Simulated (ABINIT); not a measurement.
## InP (F-43m): G0W0 in ABINIT against the exchange cutoff

Wanted: the cheapest exchange cutoff that holds the gap of InP (F-43m).

Method: PBE and many-body steps on it, plane waves, in ABINIT 10.8.3.

The database entry behind the starting cell differs from later determinations by our own check (0.1 to 0.3 % short, probably kX units), so it need not match the best structure at ambient conditions.

### 1. Starting point

Symmetry: F-43m, No. 216, cubic system. Conventional cell: a = 5.861 Å, b = 5.861 Å, c = 5.861 Å, α = 90.00°, β = 90.00°, γ = 90.00°. In has 4 P at 2.54 Å nearest. Nearest to P lie 4 In at 2.54 Å. Farther neighbours are not listed.

The cell and positions come from the Crystallography Open Database and are kept as given unless a step says otherwise.

### 2. Screening, 4×4×4 mesh, 90 bands, screening to 163.3 eV

This step: ABINIT 10.8.3; RPA screening on PBE, plane waves, norm-conserving pseudopotentials.

The RPA dielectric matrix is built and inverted for each q.

Input file run.abi:

```
acell 3*1.0 Angstrom
rprim 
  -0.000000000000 2.930500000000 2.930500000000
  2.930500000000 -0.000000000000 2.930500000000
  2.930500000000 2.930500000000 -0.000000000000
ntypat 2
znucl 49 15
natom 2
typat 1 2
xred 
  0.000000000000 0.000000000000 0.000000000000
  0.250000000000 0.250000000000 0.250000000000
pp_dirpath "pseudos"
pseudos "In.upf, P.upf"
ecut 31
ngkpt 4 4 4
nshiftk 1
shiftk 0 0 0
kptopt 1
chksymbreak 0
istwfk *1
occopt 1
irdwfk 1
optdriver 3
nband 90
ecuteps 6
inclvkb 2
awtr 1
symchi 1
indata_prefix "in"
outdata_prefix "out"
tmpdata_prefix "tmp"
```

Started as:

```
> OMP_NUM_THREADS=1 mpirun -n 4 abinit run.abi > log
```

The log of the run:

```text
.Version 10.8.3 of ABINIT. v10.8.2 released Aug 2026.

 Symmetries : space group F-4 3 m (#216); Bravais cF (face-center cubic)
[... echo of the input left out ...]
== DATASET  1 ==================================================================
-   mpi_nproc: 4, omp_nthreads: 1 (-1 if OMP is not activated)

--- !DatasetInfo
iteration_state: {dtset: 1, }
dimensions: {natom: 2, nkpt: 8, mband: 90, nsppol: 1, nspinor: 1, nspden: 1, mpw: 2826, }
cutoff_energies: {ecut:  31.0, pawecutdg:  -1.0, }
electrons: {nelect:   1.80000000E+01, charge:   0.00000000E+00, occopt:   1.00000000E+00, tsmear:   1.00000000E-02, }

 SCREENING: Calculation of the susceptibility and dielectric matrices

 Based on a program developped by R.W. Godby, V. Olevano, G. Onida, and L. Reining.
 Incorporated in ABINIT by V. Olevano, G.-M. Rignanese, and M. Torrent.
.Using double precision arithmetic ; gwpc =  8

[... cell and pseudopotentials left out ...]
--------------------------------------------------------------------------------

 ==== K-mesh for the wavefunctions ====
 Number of points in the irreducible wedge :     8
[... list of points left out ...]
 Together with 24 symmetry operations and time-reversal symmetry
 yields    64 points in the full Brillouin Zone.

 ==== Q-mesh for the screening function ====
 Number of points in the irreducible wedge :     8
[... list of points left out ...]
 Together with 24 symmetry operations and time-reversal symmetry
 yields    64 points in the full Brillouin Zone.

 setmesh: FFT mesh size selected  =    30x   30x   30
          total number of points  =        27000

 vcoul_init : cutoff-mode = AUXILIARY_FUNCTION
 q-points for optical limit:   1
     1)      0.000010    0.000020    0.000030

- screening: taking advantage of time-reversal symmetry
- Maximum band index for partially occupied states nbvw = 9
- Remaining bands to be divided among processors   nbcw = 81
- Number of bands treated by each node ~20

 Number of electrons calculated from density =   18.0000; Expected =   18.0000
 average of density, n =  0.052993
 r_s =    1.6516
 omega_plasma =   22.2058 [eV]

 calculating chi0 at frequencies [eV] :
  1    0.000000E+00    0.000000E+00
  2    0.000000E+00    2.220578E+01

--------------------------------------------------------------------------------
  q-point number  1        q = ( 0.000000, 0.000000, 0.000000) [r.l.u.]
--------------------------------------------------------------------------------
[... chi0 elements left out ...]
 For q-point:  0.000010 0.000020 0.000030
  dielectric constant =  42.7770
  dielectric constant without local fields =  45.2027

  Average fulfillment of the sum rule on Im[epsilon] for q-point    1 :     78.60  [%]
[... wings left out ...]
  q-point number  2        q = ( 0.250000, 0.000000, 0.000000) [r.l.u.]
--------------------------------------------------------------------------------
[... chi0 elements left out ...]
  Average fulfillment of the sum rule on Im[epsilon] for q-point    2 :    102.85  [%]

 [... 6 further q-points ...]
```

Run time: 23 s. Hardware: 4 MPI ranks of Arm Neoverse V1, shared host; peak memory 0.74 GiB; 90 s of CPU time.

Numbers from this step:

| Quantity | Value |
| --- | --- |
| ε∞ with local fields, on this mesh, along the program's q direction | 42.78 |
| the same without local fields | 45.20 |
| plasma frequency | 22.21 eV |
| plane waves in the screening matrix | 259 |

Local fields lower ε∞ by 5 %. On a Γ-centred mesh this coarse the value itself is usually too large, while a short band sum pulls it down.

### 3. 3.1 Ha

This step: G0W0 on PBE, plane waves, norm-conserving pseudopotentials.

run.abi, as its differences from that of step 2:

```diff
@@ -23,8 +23,15 @@
 irdwfk 1
-optdriver 3
+optdriver 4
 nband 90
+gwcalctyp 0
+ecutsigx 3.1
+symsigma 1
+nkptgw 1
+kptgw 
+  0.0000000000 0.0000000000 0.0000000000
+bdgw 
+  7 13
 ecuteps 6
-inclvkb 2
-awtr 1
-symchi 1
+irdscr 1
+ppmodel 1
 indata_prefix "in"
```

The log of the run:

```text
.Version 10.8.3 of ABINIT. v10.8.2 released Aug 2026.

 Symmetries : space group F-4 3 m (#216); Bravais cF (face-center cubic)
[... echo of the input left out ...]
== DATASET  1 ==================================================================
-   mpi_nproc: 4, omp_nthreads: 1 (-1 if OMP is not activated)

--- !DatasetInfo
iteration_state: {dtset: 1, }
dimensions: {natom: 2, nkpt: 8, mband: 90, nsppol: 1, nspinor: 1, nspden: 1, mpw: 2826, }
cutoff_energies: {ecut:  31.0, pawecutdg:  -1.0, }
electrons: {nelect:   1.80000000E+01, charge:   0.00000000E+00, occopt:   1.00000000E+00, tsmear:   1.00000000E-02, }

 SIGMA: Calculation of the GW corrections

 Based on a program developped by R.W. Godby, V. Olevano, G. Onida, and L. Reining.
 Incorporated in ABINIT by V. Olevano, G.-M. Rignanese, and M. Torrent.
.Using double precision arithmetic ; gwpc =  8

[... cell and pseudopotentials left out ...]
--------------------------------------------------------------------------------

 ==== K-mesh for the wavefunctions ====
 Number of points in the irreducible wedge :     8
[... list of points left out ...]
 Together with 24 symmetry operations and time-reversal symmetry
 yields    64 points in the full Brillouin Zone.

 ==== Q-mesh for screening function ====
 Number of points in the irreducible wedge :     8
[... list of points left out ...]
 Together with 24 symmetry operations and time-reversal symmetry
 yields    64 points in the full Brillouin Zone.

 vcoul_init : cutoff-mode = AUXILIARY_FUNCTION
 q-points for optical limit:   1
     1)      0.000010    0.000020    0.000030
 setmesh: FFT mesh size selected  =    25x   25x   25
          total number of points  =        15625

 Number of electrons calculated from density =   18.0000; Expected =   18.0000
 average of density, n =  0.052993
 r_s =    1.6516
 omega_plasma =   22.2058 [eV]

 === KS Band Gaps ===
  >>>> For spin  1
   Minimum direct gap =   0.7094 [eV], located at k-point      :   0.0000  0.0000  0.0000
   Fundamental gap    =   0.7094 [eV], Top of valence bands at :   0.0000  0.0000  0.0000
                                       Bottom of conduction at :   0.0000  0.0000  0.0000
 SIGMA fundamental parameters:
 PLASMON POLE MODEL  1
 number of plane-waves for SigmaX                   89
 number of plane-waves for SigmaC and W             89
 number of plane-waves for wavefunctions          2741
 number of bands                                    90
 number of independent spin polarizations            1
 number of spinorial components                      1
 number of k-points in IBZ                           8
 number of q-points in IBZ                           8
 number of symmetry operations                      24
 number of k-points in BZ                           64
 number of q-points in BZ                           64
 number of frequencies for dSigma/dE                 9
 frequency step for dSigma/dE [eV]                0.25
 number of omega for Sigma on real axis              0
 max omega for Sigma on real axis  [eV]           0.00
 zcut for avoiding poles [eV]                     0.10

 EPSILON^-1 parameters (SCR file):
 dimension of the eps^-1 matrix on file            259
 dimension of the eps^-1 matrix used                89
 number of plane-waves for wavefunctions          2741
 number of bands                                    90
 number of q-points in IBZ                           8
 number of frequencies                               2
 number of real frequencies                          1
 number of imag frequencies                          1

 matrix elements of self-energy operator (all in [eV])

 Perturbative Calculation

--- !SelfEnergy_ee
iteration_state: {dtset: 1, }
kpoint     : [   0.000,    0.000,    0.000, ]
spin       : 1
KS_gap     :    0.709
QP_gap     :    1.042
Delta_QP_KS:    0.332
data: !SigmaeeData |
     Band     E0 <VxcDFT>   SigX SigC(E0)      Z dSigC/dE  Sig(E)    E-E0       E
        7   4.474 -12.528 -13.800   1.420   0.775  -0.290 -12.413   0.115   4.589
        8   4.474 -12.528 -13.800   1.420   0.775  -0.290 -12.413   0.115   4.589
        9   4.474 -12.528 -13.800   1.420   0.775  -0.290 -12.413   0.115   4.589
       10   5.183 -11.291  -7.059  -3.664   0.788  -0.269 -10.843   0.448   5.631
       11   8.562 -10.216  -6.093  -3.919   0.790  -0.266 -10.055   0.161   8.723
       12   8.562 -10.216  -6.093  -3.919   0.790  -0.266 -10.055   0.161   8.723
       13   8.562 -10.216  -6.093  -3.919   0.790  -0.266 -10.055   0.161   8.723

== END DATASET(S) ==============================================================
================================================================================

 -outvars: echo values of variables after computation  --------
           etotal      0.0000000000E+00
            nband          90
             nkpt           8
          spgroup         216
 [... the other variables as echoed above ...]

 Calculation completed.
```

Elapsed: 3.2 s, on 4 MPI ranks; peak memory 0.49 GiB; 12 s of CPU time.

This step gave:

| Quantity | Value |
| --- | --- |
| G0W0 gap on the points computed | 1.042 eV |
| starting gap on the mesh | 0.7094 eV |
| k of the valence top | 0, 0, 0 |
| k of the conduction bottom | 0, 0, 0 |
| Z at the valence top | 0.775 |
| Z at the conduction bottom | 0.788 |
| least direct G0W0 gap on the computed points | 1.042 eV |

### 4. 6.2 Ha

run.abi, as its differences from that of step 3:

```diff
@@ -26,3 +26,3 @@
 gwcalctyp 0
-ecutsigx 3.1
+ecutsigx 6.2
 symsigma 1
```

The log of the run:

```text
.Version 10.8.3 of ABINIT. v10.8.2 released Aug 2026.

 Symmetries : space group F-4 3 m (#216); Bravais cF (face-center cubic)
[... echo of the input left out ...]
== DATASET  1 ==================================================================
-   mpi_nproc: 4, omp_nthreads: 1 (-1 if OMP is not activated)

--- !DatasetInfo
iteration_state: {dtset: 1, }
dimensions: {natom: 2, nkpt: 8, mband: 90, nsppol: 1, nspinor: 1, nspden: 1, mpw: 2826, }
cutoff_energies: {ecut:  31.0, pawecutdg:  -1.0, }
electrons: {nelect:   1.80000000E+01, charge:   0.00000000E+00, occopt:   1.00000000E+00, tsmear:   1.00000000E-02, }

 SIGMA: Calculation of the GW corrections

 Based on a program developped by R.W. Godby, V. Olevano, G. Onida, and L. Reining.
 Incorporated in ABINIT by V. Olevano, G.-M. Rignanese, and M. Torrent.
.Using double precision arithmetic ; gwpc =  8

[... cell and pseudopotentials left out ...]
--------------------------------------------------------------------------------

 ==== K-mesh for the wavefunctions ====
 Number of points in the irreducible wedge :     8
[... list of points left out ...]
 Together with 24 symmetry operations and time-reversal symmetry
 yields    64 points in the full Brillouin Zone.

 ==== Q-mesh for screening function ====
 Number of points in the irreducible wedge :     8
[... list of points left out ...]
 Together with 24 symmetry operations and time-reversal symmetry
 yields    64 points in the full Brillouin Zone.

 vcoul_init : cutoff-mode = AUXILIARY_FUNCTION
 q-points for optical limit:   1
     1)      0.000010    0.000020    0.000030
 setmesh: FFT mesh size selected  =    30x   30x   30
          total number of points  =        27000

 Number of electrons calculated from density =   18.0000; Expected =   18.0000
[...]
number of q-points in BZ                           64
 number of frequencies for dSigma/dE                 9
 frequency step for dSigma/dE [eV]                0.25
 number of omega for Sigma on real axis              0
 max omega for Sigma on real axis  [eV]           0.00
 zcut for avoiding poles [eV]                     0.10

 EPSILON^-1 parameters (SCR file):
 dimension of the eps^-1 matrix on file            259
 dimension of the eps^-1 matrix used               259
 number of plane-waves for wavefunctions          2741
 number of bands                                    90
 number of q-points in IBZ                           8
 number of frequencies                               2
 number of real frequencies                          1
 number of imag frequencies                          1

 matrix elements of self-energy operator (all in [eV])

 Perturbative Calculation

--- !SelfEnergy_ee
iteration_state: {dtset: 1, }
kpoint     : [   0.000,    0.000,    0.000, ]
spin       : 1
KS_gap     :    0.709
QP_gap     :    0.915
Delta_QP_KS:    0.206
data: !SigmaeeData |
     Band     E0 <VxcDFT>   SigX SigC(E0)      Z dSigC/dE  Sig(E)    E-E0       E
        7   4.474 -12.528 -14.040   1.307   0.772  -0.295 -12.687  -0.158   4.315
        8   4.474 -12.528 -14.040   1.307   0.772  -0.295 -12.687  -0.158   4.315
        9   4.474 -12.528 -14.040   1.307   0.772  -0.295 -12.687  -0.158   4.315
       10   5.183 -11.291  -7.449  -3.781   0.786  -0.273 -11.243   0.048   5.231
       11   8.562 -10.216  -6.316  -3.927   0.789  -0.267 -10.237  -0.021   8.541
       12   8.562 -10.216  -6.316  -3.927   0.789  -0.267 -10.237  -0.021   8.541
       13   8.562 -10.216  -6.316  -3.927   0.789  -0.267 -10.237  -0.021   8.541

== END DATASET(S) ==============================================================
================================================================================

 -outvars: echo values of variables after computation  --------
           etotal      0.0000000000E+00
            nband          90
             nkpt           8
          spgroup         216
 [... the other variables as echoed above ...]

 Calculation completed.
```

Run time: 6.9 s. Hardware: 4 MPI ranks; peak memory 0.72 GiB.

This step gave:

- G0W0 gap on the points computed: 0.9160 eV
- starting gap on the mesh: 0.7094 eV
- k of the valence top: 0, 0, 0
- k of the conduction bottom: 0, 0, 0
- Z at the valence top: 0.772
- Z at the conduction bottom: 0.786
- least direct G0W0 gap on the computed points: 0.9160 eV

(Continued in part 2 of 2.)

[Paths, hosts, dates, memory and timing lines, banners, echoed tables and standing remarks are left out of the program output.]

[Logs are printed without paths, hosts, clocks, repeated set-up lines and the standing remarks that a program may print on its own settings, such as how far it seeks lower states.]

[Runs of the session that timed out or met a known fault of the program may be left out.]

[No measured gap is set beside runs whose start may be inverted or whose files or cutoffs have a known fault.]

[Hosts, paths, dates, database ids (printed as entryN), source tags and the programs' standing remarks are cut or masked in the printed files.]

[G0W0 gaps are taken among the corrected bands and points alone; a level outside them can change the order at an edge.]

[Where Ansatz stands beside ABINIT at settings called matched, ABINIT's density can come from a denser mesh and the files from another edition; pairs whose starting gaps differed by over 0.03 eV were left out, so agreement reads better than it is.]
